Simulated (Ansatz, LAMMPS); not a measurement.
# Relaxing amorphous 79SiO2-21P2O5 (mol %) (108 atoms)

How does amorphous 79SiO2-21P2O5 (mol %) (108 atoms) relax, and what do bonds, charges and levels look like afterwards?

Method: Kohn-Sham DFT, PBE, PAW (set soft_2), plane waves, in Ansatz 0.2.0.

## (1) The system as given

The cell holds 108 atoms: 22 Si, 12 P and 74 O. Cell: a = 11.664 Å, b = 11.664 Å, c = 11.664 Å, α = 90.0°, β = 90.0°, γ = 90.0°. 108 atoms (22 Si, 12 P, 74 O) placed at random at 2.27 g/cm³, melted at 5000 K for 10 ps at fixed volume with the Morse and Coulomb pair potential with partial charges (Pedone, Malavasi, Menziani, Cormack and Segre, J. Phys. Chem. B 110, 11780 (2006)). Quenched from 5000 K to 300 K at 50 K/ps and fixed volume, held 5 ps, then minimised at fixed cell.

What the set-up can't give: The quench rate of 50 K/ps far exceeds what a furnace or splat quench reaches, so expect more defects and frozen-in strain than in a real sample. The starting topology of bonds comes from the classical model. Only the Γ point is sampled, in a cell whose shortest periodic width is 12 Å.

## (2) The classical run that made the cell

A classical potential supplies the starting structure, since it reaches far longer times than DFT.

This step: classical MD, Morse and Coulomb pair potential with partial charges (Pedone, Malavasi, Menziani, Cormack and Segre, J. Phys. Chem. B 110, 11780 (2006)) (LAMMPS 22 Jul 2025 - Update 4).

File in.lmp:

```
# melt-quench of Si22P12O74
units metal
atom_style charge
boundary p p p
region box block 0 11.6641 0 11.6641 0 11.6641
create_box 3 box
mass 1 28.0850   # Si
mass 2 30.9738   # P
mass 3 15.9990   # O
create_atoms 1 random 22 38122 NULL overlap 1.5 maxtry 2000
create_atoms 2 random 12 38129 NULL overlap 1.5 maxtry 2000
create_atoms 3 random 74 38136 NULL overlap 1.5 maxtry 2000
pair_style hybrid/overlay pedone 5.5 coul/long 8.0
pair_coeff * * coul/long
pair_coeff 1 3 pedone 0.340554 2.006700 2.100000 1   # Si-O
pair_coeff 2 3 pedone 0.831326 2.585833 1.800790 1   # P-O
pair_coeff 3 3 pedone 0.042395 1.379316 3.618701 22   # O-O
set type 1 charge 2.4
set type 2 charge 3
set type 3 charge -1.2
kspace_style pppm 1.0e-4
neigh_modify delay 0 every 1 check yes
thermo_style custom step time temp pe press density
thermo_modify norm yes
timestep 0.002
thermo 100
min_style cg
minimize 1e-4 1e-4 200 2000
reset_timestep 0
velocity all create 5000 38123 mom yes dist gaussian
fix lim all nve/limit 0.05
fix lan all langevin 5000 5000 0.2 38124 zero yes
thermo 500
run 1000 post no
# [... 10 lines left out ...]
thermo 1250
fix md all nvt temp 300 300 0.2
run 2500 post no
unfix md
thermo 100
min_style cg
minimize 0 1e-3 2000 20000
write_dump all custom glass.dump id type xs ys zs modify sort id
```

Started as:

```sh
lmp -in in.lmp -log none -nocite
```

What it wrote:

```text
LAMMPS (22 Jul 2025 - Update 4)
Created orthogonal box = (0 0 0) to (11.6641 11.6641 11.6641)
Created 22 atoms
Created 12 atoms
Created 74 atoms
PPPM initialization ...
  G vector (1/distance) = 0.39632805
  grid = 15 15 15
  estimated relative force accuracy = 3.5417309e-05
   Step          Time           Temp          PotEng         Press         Density
         0   0              0             -1.7030197      450890.88      2.2743187
       100   0.2            0             -19.449993     -41879.742      2.2743187
       102   0.204          0             -19.454931     -44261.818      2.2743187
Loop time of 0.08812 s on 1 MPI rank(s) for 102 steps with 108 atoms
Minimization stats:
  Stopping criterion = energy tolerance
  Energy initial, next-to-last, final =
      -1.7030197084616  -19.4530592334596  -19.4549306469067
  Force two-norm initial, final = 388.18376 3.8962282
  Iterations, force evaluations = 102 142
[... 12 lines left out ...]
[... 2 lines left out ...]
Loop time of 2.75266 s on 1 MPI rank(s) for 5000 steps with 108 atoms
   Step          Time           Temp          PotEng         Press         Density
[... 12 lines left out ...]
Loop time of 24.8725 s on 1 MPI rank(s) for 47000 steps with 108 atoms
   Step          Time           Temp          PotEng         Press         Density
[... 2 lines left out ...]
     55000   110            312.5638      -19.709863     -11943.397      2.2743187
     55500   111            312.97775     -19.717345     -17486.843      2.2743187
Loop time of 1.2271 s on 1 MPI rank(s) for 2500 steps with 108 atoms
   Step          Time           Temp          PotEng         Press         Density
     55500   111            312.97775     -19.717345     -17486.843      2.2743187
     55520   111.04         312.97775     -19.754018     -13869.827      2.2743187
Loop time of 0.0422353 s on 1 MPI rank(s) for 20 steps with 108 atoms
Minimization stats:
  Stopping criterion = linesearch alpha is zero
  Energy initial, next-to-last, final =
     -19.7173453194541  -19.7540181564794  -19.7540181564794
  Force two-norm initial, final = 16.126756 1.0950617
  Iterations, force evaluations = 20 73
```

The job ended after 30 s (1 thread of Arm Neoverse V2, shared host; peak memory 0.071 GiB).

## (3) Single point at the start

The forces at the start show how far the geometry lies from a minimum of this functional.

File input.yaml:

```yaml
crystal:
  lattice:
    - [11.6641, 0.0, 0.0]
    - [0.0, 11.6641, 0.0]
    - [0.0, 0.0, 11.6641]
  atoms:
    - { symbol: Si, position: [0.33562, 0.21228, 0.41475] }
    - { symbol: Si, position: [0.85009, 0.84312, 0.7703] }
    - { symbol: Si, position: [0.21175, 0.5134, 0.24505] }
    - { symbol: Si, position: [0.35853, 0.95042, 0.44024] }
    - { symbol: Si, position: [0.59953, 0.53579, 0.97697] }
    - { symbol: Si, position: [0.21256, 0.57228, 0.64523] }
    - { symbol: Si, position: [0.88899, 0.22407, 0.2127] }
    - { symbol: Si, position: [0.7478, 0.84063, 0.30784] }
    - { symbol: Si, position: [0.05495, 0.75604, 0.93568] }
    - { symbol: Si, position: [0.33955, 0.15706, 0.83801] }
    - { symbol: Si, position: [0.81402, 0.59165, 0.36002] }
    - { symbol: Si, position: [0.51762, 0.35172, 0.81609] }
    - { symbol: Si, position: [0.6613, 0.46246, 0.53269] }
    - { symbol: Si, position: [0.64782, 0.02247, 0.80351] }
    - { symbol: Si, position: [0.07196, 0.64793, 0.42258] }
    - { symbol: Si, position: [0.48195, 0.05755, 0.02325] }
    - { symbol: Si, position: [0.41399, 0.42368, 0.56863] }
    - { symbol: Si, position: [0.15038, 0.35564, 0.81194] }
    - { symbol: Si, position: [0.4093, 0.94985, 0.69648] }
    - { symbol: Si, position: [0.09092, 0.29662, 0.38215] }
    - { symbol: Si, position: [0.87254, 0.84723, 0.07463] }
    - { symbol: Si, position: [0.06067, 0.49917, 0.01479] }
    - { symbol: P, position: [0.09328, 0.91356, 0.39078] }
    - { symbol: P, position: [0.02693, 0.98756, 0.6323] }
    - { symbol: P, position: [0.74806, 0.08846, 0.39601] }
    - { symbol: P, position: [0.72444, 0.25719, 0.68781] }
    - { symbol: P, position: [0.8136, 0.46406, 0.12494] }
    - { symbol: P, position: [0.90442, 0.1006, 0.97915] }
    - { symbol: P, position: [0.29315, 0.74977, 0.82992] }
    - { symbol: P, position: [0.74419, 0.5997, 0.75747] }
    - { symbol: P, position: [0.49032, 0.86478, 0.21879] }
    - { symbol: P, position: [0.4654, 0.60957, 0.19723] }
    - { symbol: P, position: [0.98071, 0.24815, 0.63428] }
    - { symbol: P, position: [0.44021, 0.27885, 0.17064] }
    - { symbol: O, position: [0.84633, 0.52608, 0.78095] }
    - { symbol: O, position: [0.19341, 0.21141, 0.40719] }
    - { symbol: O, position: [0.75972, 0.95611, 0.38434] }
    - { symbol: O, position: [0.18619, 0.78607, 0.89813] }
    - { symbol: O, position: [0.65477, 0.32645, 0.77664] }
    - { symbol: O, position: [0.004, 0.80258, 0.05413] }
    - { symbol: O, position: [0.78398, 0.72344, 0.73272] }
    - { symbol: O, position: [0.68384, 0.13575, 0.71548] }
    - { symbol: O, position: [0.39232, 0.9077, 0.56509] }
    - { symbol: O, position: [0.65761, 0.59562, 0.8572] }
    - { symbol: O, position: [0.93019, 0.47918, 0.0662] }
    - { symbol: O, position: [0.68641, 0.54849, 0.64858] }
    - { symbol: O, position: [0.05761, 0.78732, 0.40566] }
    - { symbol: O, position: [0.92191, 0.91859, 0.66957] }
    - { symbol: O, position: [0.00974, 0.11865, 0.64028] }
    - { symbol: O, position: [0.58287, 0.03868, 0.92994] }
    - { symbol: O, position: [0.543, 0.96756, 0.72797] }
    - { symbol: O, position: [0.16541, 0.6162, 0.32726] }
    - { symbol: O, position: [0.11703, 0.61123, 0.55036] }
    - { symbol: O, position: [0.52682, 0.43607, 0.91823] }
    - { symbol: O, position: [0.00377, 0.09185, 0.89897] }
    - { symbol: O, position: [0.36492, 0.07509, 0.9496] }
    - { symbol: O, position: [0.35192, 0.07261, 0.72846] }
    - { symbol: O, position: [0.36804, 0.67424, 0.90078] }
    - { symbol: O, position: [0.82053, 0.34317, 0.17655] }
    - { symbol: O, position: [0.80451, 0.15585, 0.91903] }
    - { symbol: O, position: [0.22423, 0.91598, 0.40776] }
    - { symbol: O, position: [0.83538, 0.84921, 0.20574] }
    - { symbol: O, position: [0.87229, 0.97938, 0.02323] }
    - { symbol: O, position: [0.05648, 0.30568, 0.72243] }
    - { symbol: O, position: [0.06122, 0.61919, 0.94858] }
    - { symbol: O, position: [0.68775, 0.32825, 0.58105] }
    - { symbol: O, position: [0.45863, 0.23341, 0.84114] }
    - { symbol: O, position: [0.16339, 0.40639, 0.32978] }
    - { symbol: O, position: [0.95923, 0.8009, 0.84478] }
    - { symbol: O, position: [0.85641, 0.2655, 0.67714] }
    - { symbol: O, position: [0.53024, 0.46172, 0.50959] }
    - { symbol: O, position: [0.5467, 0.60534, 0.29588] }
    - { symbol: O, position: [0.75081, 0.50295, 0.44198] }
    - { symbol: O, position: [0.44149, 0.74504, 0.19134] }
    - { symbol: O, position: [0.52774, 0.58972, 0.08312] }
    - { symbol: O, position: [0.61752, 0.85241, 0.24956] }
    - { symbol: O, position: [0.3668, 0.3095, 0.5073] }
    - { symbol: O, position: [0.48808, 0.16998, 0.10826] }
    [... 24 atom lines left out ...]
    - { symbol: O, position: [0.24833, 0.68093, 0.72505] }
    - { symbol: O, position: [0.78746, 0.76631, 0.01126] }
    - { symbol: O, position: [0.42976, 0.90646, 0.32732] }
    - { symbol: O, position: [0.81618, 0.12973, 0.49695] }
    - { symbol: O, position: [0.01802, 0.29643, 0.51616] }
    - { symbol: O, position: [0.71673, 0.48608, 0.04192] }
kpoints:
  mp_grid: { grid: [1, 1, 1] }
hamiltonian:
  xc: pbe
scf:
  occupations: { method: fermi_dirac, width: 0.025 }
output:
  forces: true
```

Started as:

```sh
ansatz run input.yaml --threads 4 --pin off --max-ram 8192MiB --backend cpu --events-out ev --progress --plain --runs-dir out
```

What it wrote:

```text
Engine: ansatz 0.2.0, aarch64-unknown-linux-gnu
Pseudopotentials: kind: paw
Pseudopotential: Si, paw, valence charge 4, recommended cutoff 420 eV (normal), Si.paw.azcp
Pseudopotential: P, paw, valence charge 5, recommended cutoff 420 eV (normal), P.paw.azcp
Pseudopotential: O, paw, valence charge 6, recommended cutoff 420 eV (normal), O.paw.azcp
[... 5 lines on functional and potentials left out ...]
Crystal: 108 atoms, lattice volume = 1586.915 Å³
Basis set: ecut = 420 eV, 31103 PW (Γ), exchange–correlation on 160×160×160 points (8 copies of the dense FFT grid, shifted against one another)
Bands: 404, of which v1, the nominal top of the filled ones, is band 296 counted from 1 (295 counted from 0)
Symmetry: 1 space group operations
Space group: P1 (ITA 1), of the structure as read, at distance tolerance 1.2e-4 Å
k-points: 1
[... 7 lines on functional and potentials left out ...]
Initial density: superposition of atomic densities (neutral atoms: chi_scale 0, normalization atom), corrected by the library's trained network
Initial wavefunctions: pseudopotential atomic-orbital guess
Functional: x = pbe(κ = 0.804, μ = 0.219515), c = pbe(β = 0.066725)
SCF iter   1: F=—  HF=-65113.338473 eV  |F-HF|=—  |Δ(HF+E_count)|=         —  Δρ=5.74e-3  dr2=8.94e-1  ethr=1.77e-3  ⟨swp⟩=7.0  Hψ=2133  notcnv=0  defer=77
preconditioner: auto → Resta (q_TF=auto, 2.315 Å⁻¹)  ε∞=2.9  [insulator: Δε(μ)=2.394 eV  Ē_g=16.444 eV  σ=0.025 eV  W_gap=1.00  n_scr=340 (ndim 8)  ℏωp=22.7 eV  f_vac=0.234  D(μ)=0.00/eV (n_scr^D=0)  ε∞_Penn≈2.9]
SCF iter   2: F=—  HF=-65113.102587 eV  |F-HF|=—  |Δ(HF+E_count)|=   2.36e-1  Δρ=3.07e-3  dr2=2.04e-1  ethr=1.51e-4  ⟨swp⟩=3.0  Hψ=708  notcnv=0  defer=102
SCF iter   3: F=—  HF=-65113.047495 eV  |F-HF|=—  |Δ(HF+E_count)|=   5.51e-2  Δρ=1.24e-3  dr2=7.00e-2  ethr=3.45e-5  ⟨swp⟩=3.0  Hψ=549  notcnv=0  defer=41
automatic band count: iteration 3 solves 343 bands in place of 404: the levels show a gap, and the empty bands left out lie too high to hold charge; the band table lists the bands solved (type scf.n_extra_bands for more)
SCF iter   4: F=—  HF=-65113.021823 eV  |F-HF|=—  |Δ(HF+E_count)|=   2.57e-2  Δρ=6.58e-4  dr2=7.23e-3  ethr=1.18e-5  ⟨swp⟩=3.0  Hψ=559  notcnv=0  defer=41
SCF iter   5: F=—  HF=-65113.020725 eV  |F-HF|=—  |Δ(HF+E_count)|=   1.10e-3  Δρ=3.22e-4  dr2=1.47e-3  ethr=1.22e-6  ⟨swp⟩=3.0  Hψ=662  notcnv=0  defer=41
SCF iter   6: F=—  HF=-65113.020622 eV  |F-HF|=—  |Δ(HF+E_count)|=   1.03e-4  Δρ=9.31e-5  dr2=1.17e-4  ethr=2.49e-7  ⟨swp⟩=2.0  Hψ=538  notcnv=0  defer=41
SCF iter   7: F=—  HF=-65113.020659 eV  |F-HF|=—  |Δ(HF+E_count)|=   3.65e-5  Δρ=5.18e-5  dr2=3.69e-5  ethr=1.98e-8  ⟨swp⟩=3.0  Hψ=625  notcnv=0  defer=41
SCF iter   8: F=—  HF=-65113.021549 eV  |F-HF|=—  |Δ(HF+E_count)|=   8.90e-4  Δρ=1.35e-5  dr2=3.03e-6  ethr=6.23e-9  ⟨swp⟩=2.0  Hψ=537  notcnv=0  defer=41
SCF iter   9: F=—  HF=-65113.021550 eV  |F-HF|=—  |Δ(HF+E_count)|=   7.39e-7  Δρ=6.27e-6  dr2=5.70e-7  ethr=5.12e-10  ⟨swp⟩=3.0  Hψ=563  notcnv=0  defer=41
SCF iter  10: F=—  HF=-65113.021550 eV  |F-HF|=—  |Δ(HF+E_count)|=   8.41e-8  Δρ=3.09e-6  dr2=1.33e-7  ethr=9.63e-11  ⟨swp⟩=3.0  Hψ=694  notcnv=0  defer=41
SCF iter  11: F=-65113.021550 eV  HF=-65113.021550 eV  |F-HF|=5.26e-9  |Δ(HF+E_count)|=   2.80e-8  Δρ=8.22e-7  dr2=1.30e-8  ethr=1.69e-11  ⟨swp⟩=5.0  Hψ=1234  notcnv=0
SCF 1 converged in 11 iterations: F = -65113.021550 eV  dr2 = 1.30e-8
  greatest PAW one-centre occupation: 0.877 electrons in one spin orbital (limit 2), on the O atom at site 89 (counted from 0), in its partial waves of l = 0
SCF converged after 11 iterations
Free energy (F): -65113.021550 eV
Harris-Foulkes:  -65113.021550 eV  (|F-HF|=5.26e-9)
Internal energy: -65113.021550 eV  (E = F + TS)
E sigma→0 (E₀):  -65113.021550 eV
Fermi energy:    4.789947 eV
--- Per-component energies (eV) ---
  E_band       = -3617.882219
  E_kinetic    = 15117.834759
  E_local      = -46144.138863  (includes V_loc(G=0)·N_el)
  E_nonlocal   = 4442.536114
  E_hartree    = 17310.085813
  E_xc         = -7449.135292
  E_vxc        = -8775.553485  (∫ρ·V_xc dr)
  E_paw        = -29887.154575  (= ΣΔE_a)
  E_vpaw       = -2878.926344  (= ΣTr[D̂ρ^β])
  E_aug_tail   = 0.190167  (compensation charges beyond the density's cutoff)
  E_ewald      = -18503.239673
  E_smearing   = -0.000000  (= −TS)
  E_closure    = 0.000000  (closes the sum)
  Σ components = -65113.021550   (vs F -65113.021550, Δ=0.00e0)
--- Forces (eV/Å), atoms counted from 1 ---
  atom   1  Si    -0.50151977     1.63911208    -2.44327798
  atom   2  Si     1.18890626    -0.31170618     1.31456237
  atom   3  Si    -0.58638154    -0.69119012     0.87232409
  atom   4  Si    -1.89411168     0.57317704    -0.60873740
  atom   5  Si     1.23688204     0.16677489    -1.01118768
  atom   6  Si     0.35688226    -0.30319321     0.50373554
  atom   7  Si    -0.91369542    -1.53727545    -0.19073329
  atom   8  Si     0.26353110     2.15060835    -1.24525186
  atom   9  Si    -1.81726074     0.39332056     0.24178668
  atom  10  Si     2.08296649    -0.29720842     0.59873180
  atom  11  Si     1.14278829     0.84444411    -0.44009120
  atom  12  Si     0.36399442    -0.97358479    -2.84956844
  atom  13  Si     0.80294123    -0.21889931     3.94038772
  atom  14  Si    -0.19095865     0.24202351     0.95621185
[...]
atom 107  O     -0.50878545     0.46171908    -0.00463345
  atom 108  O     -0.07810235    -0.34991861    -0.08879681
  max |Σ_I F_I| component: 2.82e-5 eV/Å
```

Run time: 16 s. Hardware: 4 threads of Arm Neoverse V2, shared host; peak memory 2 GiB.

Numbers from this run:

- free energy: -65113.0215 eV
- free energy per atom: -602.8983 eV/atom
- SCF cycles: 11
- r.m.s. force component: 1.159 eV/Å
- longest force: 4.913 eV/Å
- Fermi energy: 4.79 eV

The r.m.s. force component of 1.2 eV/Å sets the starting point.

Neighbours are counted within 2.12 Å (O-Si), 1.98 Å (O-P).

Length of the force by element and coordination:

```tsv
element	coordination	atoms	mean length of the force (eV/Å)	spread	least	most
O	all	74	1.39	0.791	0.179	3.44
O	1	12	0.975	0.413	0.263	1.74
O	2	62	1.47	0.821	0.179	3.44
P	all	12	3.37	1.18	1.49	4.91
Si	all	22	1.90	0.770	0.688	4.03
```

(Continued in part 2 of 4.)

[Long decimals in the printed logs are rounded to 6 places.]

[Logs are printed without paths, hosts, clocks, repeated set-up lines and the standing remarks that a program may print on its own settings, such as how far it seeks lower states.]

[Hosts, paths, dates, database ids (printed as entryN), source tags and the programs' standing remarks are cut or masked in the printed files.]

[A walk said to have stopped at its limit may instead have ended on an SCF cycle that didn't converge.]
